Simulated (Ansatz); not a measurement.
**Ir-Rh-Rh-Rh-Ir stack of (111) layers: Migdal–Eliashberg transition temperature**

What Tc do the phonons of Ir-Rh-Rh-Rh-Ir stack of (111) layers give, and how does it depend on μ*? The cell shown first is a relaxed one, from steps not shown here.

Calculated with Ansatz 0.2.0; DFT PBE, scalar-relativistic, plane waves, PAW; PAW set soft_1.

## Step 1: The cell after earlier relaxation steps

The cell holds 5 atoms: 2 Ir and 3 Rh. Its edges and angles: a = 2.680 Å, b = 2.680 Å, c = 41.351 Å, α = 90.0°, β = 90.0°, γ = 120.0°. Vacuum lies along c.

## Step 2: Resistivity: q 3×3×1, k 9×9×1, scattering 18×18×1

The run that gives the couplings also evaluates McMillan's and Allen and Dynes's formulas and, where asked, the Eliashberg equations, over a range of μ*.

input.yaml reads:

```yaml
crystal:
  lattice:
    - [2.6802083259, -2.8794e-06, 0.0]
    - [-1.3401016693, 2.3211299374, 0.0]
    - [0.0, 0.0, 41.3514443109]
  atoms:
    - { symbol: Ir, position: [0.0, 0.0, 0.1320870452] }
    - { symbol: Rh, position: [0.3333333333, 0.6666666667, 0.1852908767] }
    - { symbol: Rh, position: [0.6666666667, 0.3333333333, 0.2391176455] }
    - { symbol: Rh, position: [0.0, 0.0, 0.2929444143] }
    - { symbol: Ir, position: [0.3333333333, 0.6666666667, 0.3461482457] }
  periodic: [true, true, false]
kpoints:
  mp_grid: { grid: [9, 9, 1] }
hamiltonian:
  xc: pbe
  pseudopotentials: { kind: paw, azcp: { folder: soft_1 } }
scf:
  occupations: { method: methfessel_paxton, width: 0.2 }
output:
  eigenvalues: true
phonons:
  method: dfpt
  qmesh: [3, 3, 1]
  temperatures: { t_max: 1000, t_step: 50 }
  qpath:
    path:
      - [0.0, 0.0, 0.0]
      - [0.5, 0.0, 0.0]
      - [0.33333333, 0.33333333, 0.0]
      - [0.0, 0.0, 0.0]
    npoints: 10
  electrical_resistivity:
    mesh: [18, 18, 1]
    temperatures: [20.0, 50.0, 77.0, 100.0, 150.0, 200.0, 300.0, 400.0, 600.0, 800.0]
  superconductivity: { mesh: [18, 18, 1] }
```

Started as:

```bash
ansatz run input.yaml --threads 4 --pin off --max-ram 12288MiB --backend cpu --events-out ev --progress --plain --runs-dir out
```

Numbers of over 12 decimals in the logs are rounded to 6 here.

Log:

```text
Warning: crystal.symmetry: narrowed to the stabiliser of the run's FFT grids — unitary ops 12 → 6. A phonons.method: dfpt run fills in the rows of the dynamical matrix that it does not solve by its symmetry operations, which is exact only for operations that map its FFT grids onto themselves: filled in by any other, the frequencies could depend on the order in which like atoms are typed, or, by more than the grids' own error, on where the crystal sits among the grids' points. Excluded: 6 operations. The run can therefore solve more perturbations, solve them on more k-points, or both, and cost more. [rest of the remark cut]
Engine: ansatz 0.2.0, aarch64-unknown-linux-gnu
Pseudopotentials: kind: paw
Pseudopotential: Ir, paw, valence charge 17, recommended cutoff 420 eV (normal), soft_1/Ir.paw.azcp
Pseudopotential: Rh, paw, valence charge 17, recommended cutoff 420 eV (normal), soft_1/Rh.paw.azcp
Functional definition: PBE
  parameter kappa = 0.804
  parameter beta = 0.066725
  exchange = pbe_x(kappa = kappa, mu = beta*pi^2/3)
  correlation = pbe_c(beta = beta)
Crystal: 5 atoms, lattice volume = 257.252 Å³
Basis set: ecut = 420 eV, 5113 PW (Γ), exchange–correlation on 36×36×576 points (8 copies of the dense FFT grid, shifted against one another)
Bands: 51, of which v1, the nominal top of the filled ones, is band 43 counted from 1 (42 counted from 0)
Symmetry: 12 space group operations
k-points: 12 of 81 (irreducible under 6 space group operations, time reversal used)
Non-local potential: Ir, projectors of the file, l = 0: 3, l = 1: 2, l = 2: 2, l = 3: 1
Non-local potential: Rh, projectors of the file, l = 0: 3, l = 1: 2, l = 2: 2, l = 3: 1
PAW form: soft (Blöchl's): semilocal exchange-correlation on the pseudo side does not see the compensation charge
PAW one-centre angular grid: Ir, 590 points (default); XC on 64 Gauss nodes
PAW one-centre angular grid: Rh, 590 points (default); XC on 64 Gauss nodes
Initial density: superposition of atomic densities (neutral atoms: chi_scale 0, normalization atom)
Initial wavefunctions: pseudopotential atomic-orbital guess
Functional: x = pbe(κ = 0.804, μ = 0.219515), c = pbe(β = 0.066725)
SCF iter   1: F=—  HF=-43083.357714 eV  |F-HF|=—  |Δ(HF+E_count)|=         —  Δρ=7.06e-2  dr2=4.05e1  ethr=3.10e-3  ⟨swp⟩=16.3  Hψ=10194  notcnv=0  defer=33
automatic band count: the SCF goes on with 59 bands, as 51 were too few: they end inside the smearing window of the response
preconditioner: auto → LDOS  [metal: Δε(μ)=0.074 eV  Ē_g=9.625 eV  σ=0.200 eV  W_gap=0.30  n_scr=28 (ndim 8)  ℏωp=15.5 eV  f_vac=0.689  D(μ)=5.28/eV (n_scr^D=24)  β→1.0]
SCF iter   2: F=—  HF=-43084.408771 eV  |F-HF|=—  |Δ(HF+E_count)|=    1.05e0  S|Δr|=    0.00e0  Δρ=8.89e-2  dr2=4.99e1  ethr=3.10e-3  ⟨swp⟩=4.2  Hψ=2062  notcnv=0  defer=66
SCF iter   3: F=—  HF=-43080.943861 eV  |F-HF|=—  |Δ(HF+E_count)|=    3.46e0  S|Δr|=    0.00e0  Δρ=2.07e-2  dr2=2.30e0  ethr=3.10e-3  ⟨swp⟩=2.9  Hψ=1683  notcnv=0  defer=82
SCF iter   4: F=—  HF=-43080.825387 eV  |F-HF|=—  |Δ(HF+E_count)|=   1.18e-1  S|Δr|=    0.00e0  Δρ=6.69e-3  dr2=4.78e-1  ethr=2.71e-3  ⟨swp⟩=3.2  Hψ=1181  notcnv=0  defer=80
SCF iter   5: F=—  HF=-43080.791765 eV  |F-HF|=—  |Δ(HF+E_count)|=   3.36e-2  S|Δr|=    0.00e0  Δρ=2.30e-3  dr2=8.45e-3  ethr=5.62e-4  ⟨swp⟩=2.4  Hψ=1172  notcnv=0  defer=75
SCF iter   6: F=—  HF=-43080.791719 eV  |F-HF|=—  |Δ(HF+E_count)|=   4.63e-5  S|Δr|=    0.00e0  Δρ=6.91e-4  dr2=7.17e-4  ethr=9.94e-6  ⟨swp⟩=4.0  Hψ=1538  notcnv=0  defer=75
SCF iter   7: F=—  HF=-43080.791907 eV  |F-HF|=—  |Δ(HF+E_count)|=   1.88e-4  S|Δr|=    0.00e0  Δρ=2.52e-4  dr2=9.66e-4  ethr=8.44e-7  ⟨swp⟩=3.2  Hψ=1305  notcnv=0  defer=75
SCF iter   8: F=—  HF=-43080.791926 eV  |F-HF|=—  |Δ(HF+E_count)|=   1.91e-5  S|Δr|=    0.00e0  Δρ=1.07e-4  dr2=7.84e-5  ethr=8.44e-7  ⟨swp⟩=1.7  Hψ=778  notcnv=0  defer=75
[...]
sheet resistance at 400 K: 88.08 Ω
  mean free path at 400 K (of a tensor half of its trace): 4.34 nm by what each carries, 3.66 by the Fermi surface alone
  Hall coefficient in a weak field at 400 K (along the normal): 4.059e-10 m³/C (how far it moves between the two finest meshes is not known); by each state's relaxation time: 2.915e-10 m³/C; by a constant relaxation time: 3.304e-10 m³/C
  sheet resistance at 600 K: 134.5 Ω
  mean free path at 600 K (of a tensor half of its trace): 2.84 nm by what each carries, 2.39 by the Fermi surface alone
  Hall coefficient in a weak field at 600 K (along the normal): 3.850e-10 m³/C (how far it moves between the two finest meshes is not known); by each state's relaxation time: 2.769e-10 m³/C; by a constant relaxation time: 3.129e-10 m³/C
  sheet resistance at 800 K: 180.1 Ω
  mean free path at 800 K (of a tensor half of its trace): 2.12 nm by what each carries, 1.79 by the Fermi surface alone
  Hall coefficient in a weak field at 800 K (along the normal): 3.748e-10 m³/C (how far it moves between the two finest meshes is not known); by each state's relaxation time: 2.698e-10 m³/C; by a constant relaxation time: 3.012e-10 m³/C
  the resistivity times a path that all electrons share, by the Fermi surface of the deck's mesh alone (half of the trace): 1.331e-15 Ω·m²
  not converged in the mesh (λ; λ_tr; the resistivity at 20 K by 14.24 %; the resistivity at 50 K by 18.45 %; the resistivity at 77 K by 18.51 %; the resistivity at 100 K by 18.25 %; the resistivity at 150 K by 17.10 %; the resistivity at 200 K by 15.79 %; the resistivity at 300 K by 13.73 %; the resistivity at 400 K by 12.38 %; the resistivity at 600 K by 10.98 %; the resistivity at 800 K by 10.39 %): between neighb [...]
  vibrations of 9 cells: unjudged by the run; compare a larger repeat
  the changes of the potential over all sites missed a rigid shift's by 0.14 % (the site terms' by 0.01 %)
  at the force constants' own smearing the fine mesh and the k-points of their solves give squared frequencies that differ by 11.7 % of the larger at the most, at (0.3333, 0.3333, 0)
--- Superconductivity: potentials and phonons of a 3×3×1 supercell ---
           mesh         λ    ħω_log (meV)  μ* declared at (meV)
        18×18×1    0.3678          18.327               19.750
          9×9×1    0.3846          18.170               19.578
  λ by the species' shares of the modes' patterns: Ir 0.1635, Rh 0.2043
  with the Fermi level up to 30.8 meV (the hardest mode) off, states and modes as they are: density of states 2.9669 to 3.3219 /eV of one spin and cell, λ 0.3443 to 0.4012
  transition temperature on the deck's mesh (K), isotropic and anisotropic, restricted to the Fermi surface (FSR) and over the full bandwidth (FBW), and the last with the density of states resolved in a narrower window:
        μ*   McMillan   Allen–Dynes      iso. FSR      iso. FBW    aniso. FSR    aniso. FBW  narrow window
      0.08      0.905         0.918         0.862         0.857         0.957         0.949          0.951
      0.10      0.533         0.540         0.494         0.493         0.572         0.569          0.569
      0.12      0.279         0.283         0.253         0.255         0.312         0.313          0.312
      0.13      0.191         0.193         0.171         0.174         0.221         0.223          0.222
      0.14      0.124         0.126         0.111         0.114         0.151         0.155          0.153
      0.16      0.044         0.044    none_found    none_found    none_found    none_found     none_found
      0.20      0.002         0.002    none_found    none_found    none_found    none_found     none_found
  none_found: no transition down to 0.1 K
  isotope coefficients −∂ln Tc/∂ln M under μ* = 0.13, the force constants as they are, of the isotropic transitions restricted to the Fermi surface and over the full bandwidth: Ir 0.150 and 0.148, Rh 0.003 and -0.001
  gaps at the Fermi level over the full bandwidth under μ* = 0.1, 0.142 K: 0.034 to 0.137 meV
  gaps at the Fermi level over the full bandwidth under μ* = 0.13, 0.056 K: 0.010 to 0.058 meV
  not converged in the mesh (λ, the transition temperature): between neighbouring meshes, the two finest first, λ moves by 4.57 % and the anisotropic transition temperature over the full bandwidth at μ* = 0.13 by 72.71 %; converged means that the two finest part by at most 2.00 % and 5.00 %
  vibrations of 9 cells: unjudged by the run; compare a larger repeat
  the changes of the potential over all sites missed a rigid shift's by 0.14 % (the site terms' by 0.01 %)
  at the force constants' own smearing the fine mesh and the k-points of their solves give squared frequencies that differ by 11.7 % of the larger at the most, at (0.3333, 0.3333, 0)
[key lines of the parts left out:]
SCF converged after 16 iterations
Free energy (F): -43080.792277 eV
Fermi energy:    -5.494124 eV
```

Run time: 19 min. Hardware: 4 threads of Arm Neoverse V2, shared host; peak memory 4 GiB; 74 min of CPU time.

In the SCF lines HF is the Harris–Foulkes energy and dr2 the Hartree energy of the density residual, in eV; the loop may stop once dr2 is under the threshold and the program's other checks hold. Hψ counts applications of the Hamiltonian.

Numbers from this step:

| Quantity | Value |
| --- | --- |
| metallic on mesh | yes |
| gap on the k-mesh | 0 eV |
| zero point energy | 0.1443 eV/cell |
| share of imaginary modes in the plain interpolation between solved wavevectors | 0 |
| highest frequency, solved or plainly interpolated | 257.1 cm⁻¹ |
| cell height | 41.35 Å |
| sheet resistance 300K | 64.06 Ω/square, mean in the plane |
| resistivity at 300 K | 26.49 μΩ cm, mean of the axes, of the whole cell with its vacuum |
| coupling constant λ | 0.3678 |
| density of states at the Fermi level | 3.098 states/eV a spin and cell |
| log mean phonon energy ħω_log | 18.33 meV |
| transport coupling constant λ_tr | 0.4354, 0.4354, 0 (xx, yy, zz) |
| Drude plasma energy | 4.365, 4.365, 0 eV (xx, yy, zz), of the whole cell with its vacuum |
| second-moment phonon energy ħω₂ | 19.75 meV |

An empty cell: under 1 mK by a formula, or no transition down to the floor of the Eliashberg search. Transition temperatures:

```
  μ*  McMillan Tc (K)  Allen–Dynes Tc (K)  isotropic Fermi-surface Tc (K)  isotropic full bandwidth Tc (K)  anisotropic Fermi-surface Tc (K)  anisotropic full bandwidth Tc (K)  anisotropic narrow window Tc (K)
0.08            0.905               0.918                           0.862                            0.857                             0.957                              0.949                             0.951
 0.1            0.533                0.54                           0.494                            0.493                             0.572                              0.569                             0.569
0.12            0.279               0.283                           0.253                            0.255                             0.312                              0.313                             0.312
0.13            0.191               0.193                           0.171                            0.174                             0.221                              0.223                             0.222
0.14            0.124               0.126                           0.111                            0.114                             0.151                              0.155                             0.153
0.16           0.0439              0.0444                               -                                -                                 -                                  -                                 -
 0.2          0.00156             0.00157                               -                                -                                 -                                  -                                 -
```

The Eliashberg function α²F has structure finer than the step of the table below, so its rows give means over 1 meV, whole bins alone (the curve runs from 0.12 to 30.7 meV). Peaks (meV: height): α²F 13.1: 0.273, 15.5: 0.235, 17.7: 0.559, 20.1: 0.333, 22.2: 0.409, 22.7: 0.435, 27.1: 0.322; α²F tr 13.1: 0.328, 14.3: 0.327, 15.5: 0.398, 17.7: 0.716, 20.1: 0.445, 22.7: 0.486, 27.1: 0.382.

Table of Eliashberg function α²F by phonon energy; means over each step:

```
phonon energy (meV)      α²F   α²F tr
                  1        0        0
                  2   5.8e-5        0
                  3   2.2e-4   1.2e-4
                  4   4.5e-4   2.2e-4
                  5   9.0e-4   4.0e-4
                  6  0.00189   8.2e-4
                  7  0.00248  0.00129
                  8  0.00362  0.00218
                  9  0.00881  0.00581
                 10   0.0160   0.0133
                 11   0.0304   0.0278
                 12    0.101    0.110
                 13    0.205    0.242
                 14    0.214    0.263
                 15    0.128    0.173
                 16    0.149    0.222
                 17    0.147    0.177
                 18    0.357    0.457
                 19    0.115    0.123
                 20    0.203    0.251
                 21    0.233    0.271
                 22    0.290    0.335
                 23    0.328    0.379
                 24    0.217    0.259
                 25   0.0988    0.122
                 26    0.100    0.109
                 27    0.192    0.229
                 28    0.165    0.167
                 29    0.136    0.144
                 30   0.0545   0.0507
```

The Eliashberg function α²F has structure finer than the step of the table below, so its rows give means over 1 meV, whole bins alone (the curve runs from 0.12 to 30.7 meV). Peaks (meV: height): α²F 13.1: 0.273, 15.5: 0.235, 17.7: 0.559, 20.1: 0.333, 22.2: 0.409, 22.7: 0.435, 27.1: 0.322; Ir 13.1: 0.249, 14.1: 0.228, 15.5: 0.192, 17.7: 0.325, 20.1: 0.0678, 22.2: 0.0765; Rh 17.7: 0.234, 20.1: 0.266, 21.0: 0.230, 22.7: 0.362, 27.1: 0.309.

Table of Eliashberg function α²F by phonon energy; means over each step:

```
phonon energy (meV)      α²F       Ir       Rh
                  1        0        0        0
                  2   5.8e-5   3.4e-5   1.1e-5
                  3   2.2e-4   1.1e-4   9.9e-5
                  4   4.5e-4   2.7e-4   1.9e-4
                  5   9.0e-4   5.7e-4   3.4e-4
                  6  0.00189  0.00126   6.2e-4
                  7  0.00248  0.00172   7.6e-4
                  8  0.00362  0.00255  0.00103
                  9  0.00881  0.00646  0.00234
                 10   0.0160   0.0117  0.00418
                 11   0.0304   0.0229  0.00751
                 12    0.101   0.0842   0.0172
                 13    0.205    0.185   0.0205
                 14    0.214    0.197   0.0166
                 15    0.128    0.103   0.0251
                 16    0.149    0.109   0.0397
                 17    0.147   0.0715   0.0759
                 18    0.357    0.196    0.161
                 19    0.115   0.0307   0.0842
                 20    0.203   0.0404    0.162
                 21    0.233   0.0320    0.201
                 22    0.290   0.0469    0.243
                 23    0.328   0.0643    0.263
                 24    0.217   0.0290    0.188
                 25   0.0988   0.0124   0.0864
                 26    0.100  0.00912   0.0913
                 27    0.192  0.00749    0.184
                 28    0.165  0.00442    0.160
                 29    0.136  0.00285    0.133
                 30   0.0545   8.9e-4   0.0536
```

Anisotropic full-bandwidth solution, weighted at the Fermi level. Gaps:

```
 mu*   T (K)  mean gap (meV)  5 % (meV)  95 % (meV)  mean Z
 0.1   0.142          0.0825     0.0625       0.106    1.38
 0.1   0.285          0.0784     0.0594       0.101    1.38
 0.1   0.427          0.0629     0.0476      0.0811    1.38
 0.1   0.512          0.0424      0.032      0.0549    1.38
0.13  0.0558          0.0316     0.0224      0.0429    1.38
0.13   0.112          0.0299     0.0212      0.0408    1.38
0.13   0.167          0.0239     0.0169      0.0327    1.38
0.13   0.201           0.016     0.0113      0.0221    1.38
```

The dTc/da2F by phonon energy:

```
phonon energy (meV)  dTc/da2F (K/meV)
                  2                 -
                  3              1.99
                  4              1.64
                  5              1.41
                  6              1.23
                  7              1.09
                  8             0.983
                  9             0.895
                 10             0.820
                 11             0.756
                 12             0.701
                 13             0.653
                 14             0.611
                 15             0.574
                 16             0.541
                 17             0.511
                 18             0.484
                 19             0.459
                 20             0.437
                 21             0.416
                 22             0.397
                 23             0.379
                 24             0.363
                 25             0.348
                 26             0.334
                 27             0.322
                 28             0.309
                 29             0.298
                 30             0.287
```

Table of share of the Fermi-level states by lambda of a state:

```
lambda of a state  share of the Fermi-level states
            0.214                           0.0023
            0.229                                0
            0.244                           0.0013
            0.259                           0.0013
            0.273                            0.002
            0.288                           0.0057
            0.303                            0.136
            0.318                            0.015
            0.333                            0.129
            0.348                            0.123
            0.363                            0.139
            0.378                            0.121
            0.393                           0.0967
            0.408                            0.111
            0.423                           0.0375
            0.438                           0.0361
            0.453                            0.003
            0.468                           0.0161
            0.483                           0.0057
            0.498                           0.0159
            0.513                           3.0e-4
            0.528                           0.0012
            0.543                                0
            0.558                           0.0019
```

## Step 3: Outcome

```yaml
meshes: q 3×3×1, k 9×9×1, scattering 18×18×1
coupling_constant_lambda: 0.368
log_mean_phonon_energy_omega_log: 18.3 meV
allen_dynes_tc_at_mu_star_0p1: 0.54 K
allen_dynes_tc_at_mu_star_0p13: 0.193 K
anisotropic_eliashberg_tc_at_mu_star_0p1: 0.569 K
anisotropic_eliashberg_tc_at_mu_star_0p13: 0.223 K
```

In words: In the last run (PBE, q 3×3×1, k 9×9×1, scattering 18×18×1), with λ = 0.37 and ħω_log = 18.3 meV, Tc at μ* = 0.13 is 0.19 K by McMillan's formula, 0.19 K by Allen and Dynes's and 0.22 K by the anisotropic Eliashberg equations. Raising μ* from 0.10 to 0.16 lowers the Allen–Dynes value from 0.54 to 0.044 K. The mean gap at a quarter of Tc gives 2Δ/k_B Tc = 3.29, against 3.53 in weak-coupling theory. The gap spreads from 0.022 to 0.043 meV over nine tenths of the Fermi surface. By the run's own test λ is not converged in the fine mesh: it moves by 5 % between the two finest. The run's transport test calls it not converged in the mesh; ρ(300 K) moves by 14 % in the component that moves most. These meshes are coarse. No spin–orbit coupling, which matters for Ir. The structure is a hand-built model. μ* is a typed number, phonons are harmonic, and spin fluctuations are left out; at μ* = 0.13 McMillan's formula turns 1 % in λ into about 9.3 % in Tc.

[Logs are printed without paths, hosts, clocks, repeated set-up lines and the standing remarks that a program may print on its own settings, such as how far it seeks lower states.]

[Hosts, paths, dates, database ids (printed as entryN), source tags and the programs' standing remarks are cut or masked in the printed files.]
